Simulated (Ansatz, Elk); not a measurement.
## Ca3TlP: X-ray structure factors from the self-consistent density

Structure refinements treat a crystal as free atoms side by side. For a made-up structure of Ca3TlP (cell and positions from a r2SCAN relaxation) the runs below show what the calculated density changes in F(hkl).

Main program and level: Elk 11.2.3 (patched build); DFT, PBE, all-electron APW+lo, Dirac cores, scalar-relativistic bands, static density, no spin.

The structure was built from a prototype and need not be the compound's stable phase.

### Step 1. The structure

Symmetry: Pm-3m, No. 221, cubic system. Conventional cell: a = 5.473 Å, b = 5.473 Å, c = 5.473 Å, α = 90.00°, β = 90.00°, γ = 90.00°. Tl has 12 Ca at 3.87 Å nearest. Nearest to Ca lie 2 P at 2.74 Å and 4 Tl at 3.87 Å and 8 Ca at 3.87 Å. Nearest to P lie 6 Ca at 2.74 Å. Farther neighbours are not listed.

### Step 2. Ground state and structure factors

An all-electron density is needed, since X-rays see the cores too. Task 0 finds the density and task 195 Fourier-transforms it; tshift is off so that phases refer to the origin typed.

File elk.in:

```
tasks
  0
  195

xctype
  20

spinpol
  .false.

rgkmax
  7.0

gmaxvr
  14.0

lmaxo
  7

lmaxapw
  8

swidth
  0.002

tshift
  .false.

hmaxvr
  5.5

maxscl
  120

epspot
  1e-06

sppath
  './'

avec
  10.34173702358 0.00000000000 0.00000000000
  0.00000000000 10.34173702358 0.00000000000
  0.00000000000 0.00000000000 10.34173702358

atoms
  3
  'Tl.in'
  1
  -0.0000000000 0.0000000000 -0.0000000000   0.000000 0.000000 0.000000
  'Ca.in'
  3
  0.0000000000 0.5000000000 0.5000000000   0.000000 0.000000 0.000000
  0.5000000000 -0.0000000000 0.5000000000   0.000000 0.000000 0.000000
  0.5000000000 0.5000000000 0.0000000000   0.000000 0.000000 0.000000
  'P.in'
  1
  0.5000000000 0.5000000000 0.5000000000   0.000000 0.000000 0.000000

ngridk
  4 4 4
```

The run is started by

```sh
OMP_NUM_THREADS=4 elk
```

Numbers of over 12 decimals in the logs are rounded to 6 here.

The program printed:

```text
┌─────────────────────────┐
│ Elk code version 11.2.3 │
└─────────────────────────┘

All units are atomic (Hartree, Bohr, etc.)

┌─────────────────────────────────────────────────┐
│ Ground-state run starting from atomic densities │
└─────────────────────────────────────────────────┘

Lattice vectors :
   10.34173702       0.000000000       0.000000000
   0.000000000       10.34173702       0.000000000
   0.000000000       0.000000000       10.34173702

Reciprocal lattice vectors :
  0.6075560897       0.000000000       0.000000000
   0.000000000      0.6075560897       0.000000000
   0.000000000       0.000000000      0.6075560897

Unit cell volume      :    1106.064542
Brillouin zone volume :   0.2242637784

Muffin-tin inner radius fraction :   0.1000000000E-01

Nuclei treated as point charges

Species : 1 (Tl)
 parameters loaded from : Tl.in
 name : thallium
 nuclear charge    :   -81.00000000
 electronic charge :    81.00000000
 atomic mass :    372567.9643
 muffin-tin radius :    2.800000000
 number of radial points in muffin-tin :   1393
 inner part over the whole radius :   0.9893942913E-02
 number on inner part of muffin-tin    :   1000
 approximate nuclear radius :   0.1043008296E-03
 number of mesh points to nuclear radius :    525
 atomic positions (lattice), magnetic fields (Cartesian) :
  1 :   0.00000000  0.00000000  0.00000000    0.00000000  0.00000000  0.00000000

Species : 2 (Ca)
 parameters loaded from : Ca.in
 name : calcium
 nuclear charge    :   -20.00000000
 electronic charge :    20.00000000
 atomic mass :    73057.72475
 muffin-tin radius :    2.400000000
 number of radial points in muffin-tin :    993
 inner part over the whole radius :   0.9970789793E-02
 number on inner part of muffin-tin    :    698
 approximate nuclear radius :   0.6614485811E-04
 number of mesh points to nuclear radius :    321
 atomic positions (lattice), magnetic fields (Cartesian) :
  1 :   0.00000000  0.50000000  0.50000000    0.00000000  0.00000000  0.00000000
  2 :   0.50000000  0.00000000  0.50000000    0.00000000  0.00000000  0.00000000
  3 :   0.50000000  0.50000000  0.00000000    0.00000000  0.00000000  0.00000000

Species : 3 (P)
 parameters loaded from : P.in
 name : phosphorus
 nuclear charge    :   -15.00000000
 electronic charge :    15.00000000
 atomic mass :    56461.71230
 muffin-tin radius :    2.200000000
 number of radial points in muffin-tin :    793
 inner part over the whole radius :   0.9987340520E-02
 number on inner part of muffin-tin    :    554
 approximate nuclear radius :   0.6081821256E-04
 number of mesh points to nuclear radius :    248
 atomic positions (lattice), magnetic fields (Cartesian) :
  1 :   0.50000000  0.50000000  0.50000000    0.00000000  0.00000000  0.00000000

Total number of atoms per unit cell :    5
Total muffin-tin volume :    310.2720680
 ratio of muffin-tin to unit cell volume :   0.2805189536

Spin treatment :
 spin-unpolarised

Number of Bravais lattice symmetries :   48
Number of crystal symmetries         :   48
Crystal has inversion symmetry
Real symmetric eigensolver will be used

k-point grid :      4     4     4
k-point offset :    0.000000000       0.000000000       0.000000000
k-point set is reduced with full crystal symmetry group
Total number of k-points :       10

Muffin-tin radius times maximum |G+k| :    7.000000000
 using average radius
Maximum |G+k| for APW functions       :    2.868852459
Maximum (1/2)|G+k|²                   :    4.115157216
Maximum |G| for potential and density :    14.00000000
Constant for pseudocharge density :   10
 order of it for each species :   17  17  17
 order of it for pair densities of each species (exact exchange by exxq0 0: 18) :   13   9   7
Radial integration step length :    1

G-vector grid sizes :     48    48    48
Number of G-vectors :    51219

Maximum angular momentum used for
 APW functions            :    8
 outer part of muffin-tin :    7
 inner part of muffin-tin :    2

Total nuclear charge    :   -156.0000000
[...]
exchange                    :     -505.88608613476
 correlation                 :     -8.007428
 electron entropic           :    -0.18938335861276E-02
 total energy                :     -22673.166937689

Density of states at Fermi energy :    146.9543611
 (states/Hartree/unit cell)

Estimated indirect band gap :   0.1689513017E-02
 from k-point 4 to k-point 8
Estimated direct band gap   :   0.6219021707E-02
 at k-point 8

Charges :
 core                        :    102.0000000
 valence                     :    54.00000000
 interstitial                :    8.120702115
 muffin-tins (core leakage)
  species : 1 (Tl)
   atom 1                    :    79.29761339     (  0.3795627114E-04)
  species : 2 (Ca)
[...]
species : 3 (P)
[...]
total in muffin-tins        :    147.8792979
 total calculated charge     :    155.9993771
 total charge                :    156.0000000
 error                       :   0.6229488737E-03

RMS change in Kohn-Sham potential (target) :   0.3492357218     (  0.1000000000E-05)
Absolute change in total energy (target)   :   0.4975646451     (  0.1000000000E-03)

[... loops 3 to 13 left out ...]

┌──────────────────┐
│ Loop number : 14 │
└──────────────────┘

Energies :
 Fermi                       :     0.133484
 sum of occupied eigenvalues :     -13914.170036221
 electron kinetic            :      25915.464138517
 core electron kinetic       :      25542.099525273
 Coulomb                     :     -48073.686750680
 Coulomb potential           :     -39159.190337955
 nuclear-nuclear             :     -1539.4029607782
 electron-nuclear            :     -53930.667925287
 Hartree                     :      7396.3841353851
 Madelung                    :     -28494.091581703
 xc potential                :     -670.44383678334
 exchange                    :     -505.72568450322
 correlation                 :     -8.011706
 electron entropic           :    -0.16861179473092E-02
 total energy                :     -22671.961688460

Density of states at Fermi energy :    131.8075458
 (states/Hartree/unit cell)

Estimated indirect band gap :   0.2628898417E-02
 from k-point 8 to k-point 4
Estimated direct band gap   :   0.1835133795E-01
 at k-point 5

Charges :
 core                        :    102.0000000
 valence                     :    54.00000000
 interstitial                :    8.437963155
 muffin-tins (core leakage)
  species : 1 (Tl)
[...]
species : 2 (Ca)
[...]
species : 3 (P)
[...]
total in muffin-tins        :    147.5620368
 total calculated charge     :    155.9994391
 total charge                :    156.0000000
 error                       :   0.5609164882E-03

RMS change in Kohn-Sham potential (target) :   0.6031698404E-06 (  0.1000000000E-05)
Absolute change in total energy (target)   :   0.9567395318E-04 (  0.1000000000E-03)

Convergence targets achieved

┌──────────────────┐
│ Loop number : 15 │
└──────────────────┘

Energies :
 Fermi                       :     0.133484
 sum of occupied eigenvalues :     -13914.170040340
 electron kinetic            :      25915.464148524
 core electron kinetic       :      25542.099534209
 Coulomb                     :     -48073.686764350
 Coulomb potential           :     -39159.190354028
 nuclear-nuclear             :     -1539.4029607782
 electron-nuclear            :     -53930.667935455
 Hartree                     :      7396.3841318832
 Madelung                    :     -28494.091587336
 xc potential                :     -670.44383483619
 exchange                    :     -505.72568440967
 correlation                 :     -8.011706
 electron entropic           :    -0.16861138554760E-02
 total energy                :     -22671.961692045

Density of states at Fermi energy :    131.8071804
 (states/Hartree/unit cell)

Estimated indirect band gap :   0.2628907833E-02
 from k-point 8 to k-point 4
Estimated direct band gap   :   0.1835131179E-01
 at k-point 5

Charges :
 core                        :    102.0000000
 valence                     :    54.00000000
 interstitial                :    8.437963821
 muffin-tins (core leakage)
  species : 1 (Tl)
[...]
species : 2 (Ca)
[...]
atom 2                    :    18.18491316     ( -0.1986474931E-06)
   atom 3                    :    18.18491316     ( -0.1986474931E-06)
  species : 3 (P)
   atom 1                    :    13.45092099     (  0.3187401583E-03)
 total in muffin-tins        :    147.5620362
 total calculated charge     :    155.9994391
 total charge                :    156.0000000
 error                       :   0.5609167256E-03

┌──────────────────────────────┐
│ Self-consistent loop stopped │
└──────────────────────────────┘

Warning : core states of species 3 leak from the muffin-tin :   0.3187401583E-03

Wrote STATE.OUT
```

Wall time 29 s (4 threads of Arm Neoverse V2, shared host); peak memory 0.25 GiB; 51 s of CPU time.

SFACRHO.OUT:

```text

h k l indices transformed by vhmat matrix:
   1.000000000       0.000000000       0.000000000    
   0.000000000       1.000000000       0.000000000    
   0.000000000       0.000000000       1.000000000    

      h      k      l  multipl.   |H|            Re(F)            Im(F)           |F|

      0      0      0      1   0.0000000       156.00000      0.13202656E-15   156.00000    
      1      0      0      6  0.60755609       45.881331      0.55128190E-14   45.881331    
      0     -1     -1     12  0.85921406       70.727451      0.26737388E-14   70.727451    
     -1     -1     -1      8   1.0523180       107.17501      0.76064893E-14   107.17501    
      0      2      0      6   1.2151122       125.64578     -0.95347610E-14   125.64578    
     -1     -2      0     24   1.3585367       43.835361     -0.71557315E-14   43.835361    
      1     -1     -2     24   1.4882024       62.726110     -0.47696156E-14   62.726110    
      0     -2      2     12   1.7184281       111.58154     -0.16467699E-14   111.58154    
     -1      2     -2     24   1.8226683       41.666679     -0.32188105E-14   41.666679    
     -3      0      0      6   1.8226683       41.568313     -0.12557980E-13   41.568313    
      0     -1      3     24   1.9212610       58.407587     -0.22138274E-14   58.407587    
     -3      1      1     24   2.0150356       87.226348      0.18157220E-14   87.226348    
     -2     -2      2      8   2.1046360       102.03543      0.60107180E-14   102.03543    
      3      0     -2     24   2.1905746       39.538393      0.91751718E-14   39.538393    
     -1     -2      3     48   2.2732667       55.201745     -0.61432710E-14   55.201745    
      0      0      4      6   2.4302244       95.055432     -0.14019607E-13   95.055432    
     -1      0      4     24   2.5050179       37.745687      0.52858451E-15   37.745687    
     -3     -2      2     24   2.5050179       37.768550     -0.11037582E-13   37.768550
```

Elk indexes on the primitive cell of elk.in and gives |H| = 4π sin θ/λ in inverse bohr. Below, one row stands for each form hkl of the conventional cell (m members, Friedel mates merged), F is for one primitive cell and the density is static (no thermal factor). Free-atom factors are Waasmaier and Kirfel's, and R is Σm||F|−|F'||/Σm|F|.

| hkl | m | sin θ/λ (Å⁻¹) | abs F, DFT | neutral atoms | diff. |
| --- | --- | --- | --- | --- | --- |
| 100 | 6 | 0.091 | 45.881 | 46.349 | -0.468 |
| 110 | 12 | 0.129 | 70.728 | 70.452 | +0.275 |
| 111 | 8 | 0.158 | 107.175 | 107.292 | -0.117 |
| 200 | 6 | 0.183 | 125.646 | 125.335 | +0.311 |
| 210 | 24 | 0.204 | 43.835 | 44.068 | -0.232 |
| 211 | 24 | 0.224 | 62.726 | 63.063 | -0.337 |
| 220 | 12 | 0.258 | 111.582 | 111.570 | +0.012 |
| 221 | 24 | 0.274 | 41.667 | 41.629 | +0.037 |
| 300 | 6 | 0.274 | 41.568 | 41.629 | -0.061 |
| 310 | 24 | 0.289 | 58.408 | 58.566 | -0.159 |
| 311 | 24 | 0.303 | 87.226 | 87.087 | +0.139 |
| 222 | 8 | 0.317 | 102.035 | 102.114 | -0.079 |
| 320 | 24 | 0.329 | 39.538 | 39.546 | -0.008 |
| 321 | 48 | 0.342 | 55.202 | 55.301 | -0.099 |
| 400 | 6 | 0.365 | 95.055 | 95.043 | +0.013 |
| 410 | 24 | 0.377 | 37.746 | 37.754 | -0.009 |
| 322 | 24 | 0.377 | 37.769 | 37.754 | +0.014 |
| 411 | 24 | 0.388 | 52.604 | 52.667 | -0.063 |
| 330 | 12 | 0.388 | 52.661 | 52.667 | -0.006 |
| 331 | 24 | 0.398 | 75.653 | 75.656 | -0.003 |
| 420 | 24 | 0.409 | 89.487 | 89.516 | -0.029 |
| 421 | 48 | 0.419 | 36.217 | 36.191 | +0.026 |

### Step 3. Summary of results

| Item | Value |
| --- | --- |
| R against neutral atoms, sin θ/λ < 0.3 Å⁻¹ | 0.30 % |
| R against neutral atoms, 0.3 to 0.82 Å⁻¹ | 0.09 % |

**Reading.** Independent neutral atoms miss the calculated amplitudes by R = 0.30 % below 0.3 Å⁻¹ and 0.09 % from there to 0.82 Å⁻¹; by shells, 0.54 % below 0.15 Å⁻¹ (2 forms), 0.27 % 0.15 to 0.3 (8 forms), 0.07 % 0.3 to 0.45 (14 forms), 0.09 % above 0.45 (85 forms). Bonding, aspherical density and the tables' own atoms all enter these figures, and the runs don't part them. The largest change of an amplitude is -0.47 electrons, at 100. The basis has no finished test. The k-mesh has no finished test. Spin-orbit coupling is left out, which can matter for elements this heavy. Part of the difference isn't bonding: the tables are fits to free atoms and ions calculated by other methods than this functional. Thermal motion, anomalous dispersion and extinction are left out.

[Logs are printed without paths, hosts, clocks, repeated set-up lines and the standing remarks that a program may print on its own settings, such as how far it seeks lower states.]

[Hosts, paths, dates, database ids (printed as entryN), source tags and the programs' standing remarks are cut or masked in the printed files.]
